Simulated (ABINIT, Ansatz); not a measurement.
An input for ABINIT 10.8.3 (TiNF (Pmmn)):

```
acell 3*1.0 Angstrom
rprim 
  3.062004000000 0.000000000000 0.000000000000
  0.000000000000 3.964387000000 0.000000000000
  0.000000000000 0.000000000000 7.870826000000
ntypat 3
znucl 22 7 9
natom 6
typat 1 1 2 2 3 3
xred 
  0.500000000000 0.000000000000 0.895914000000
  0.000000000000 0.500000000000 0.104086000000
  0.500000000000 0.500000000000 0.939316000000
  0.000000000000 0.000000000000 0.060684000000
  0.000000000000 0.000000000000 0.724624000000
  0.500000000000 0.500000000000 0.275376000000
pp_dirpath "pseudos"
pseudos "Ti.upf, N.upf, F.upf"
ecut 38
ngkpt 4 2 1
nshiftk 1
shiftk 0 0 0
kptopt 1
chksymbreak 0
istwfk *1
occopt 1
irdwfk 1
optdriver 3
nband 179
ecuteps 6.5
inclvkb 2
awtr 1
symchi 1
indata_prefix "in"
outdata_prefix "out"
tmpdata_prefix "tmp"
```

```sh
OMP_NUM_THREADS=1 mpirun -n 4 abinit run.abi > log
```

How long will it take on 4 MPI ranks of Arm Neoverse V1, shared host, and how much memory?

It took 89 s; on shared hardware allow 44 s to 3 min. Peak host memory was 1.6 GiB.

[Paths, hosts, dates, memory and timing lines, banners, echoed tables and standing remarks are left out of the program output.]

[Logs are printed without paths, hosts, clocks, repeated set-up lines and the standing remarks that a program may print on its own settings, such as how far it seeks lower states.]

[Runs of the session that timed out or met a known fault of the program may be left out.]

[Hosts, paths, dates, database ids (printed as entryN), source tags and the programs' standing remarks are cut or masked in the printed files.]

[G0W0 gaps are taken among the corrected bands and points alone; a level outside them can change the order at an edge.]

[Where Ansatz stands beside ABINIT at settings called matched, ABINIT's density can come from a denser mesh and the files from another edition; pairs whose starting gaps differed by over 0.03 eV were left out, so agreement reads better than it is.]
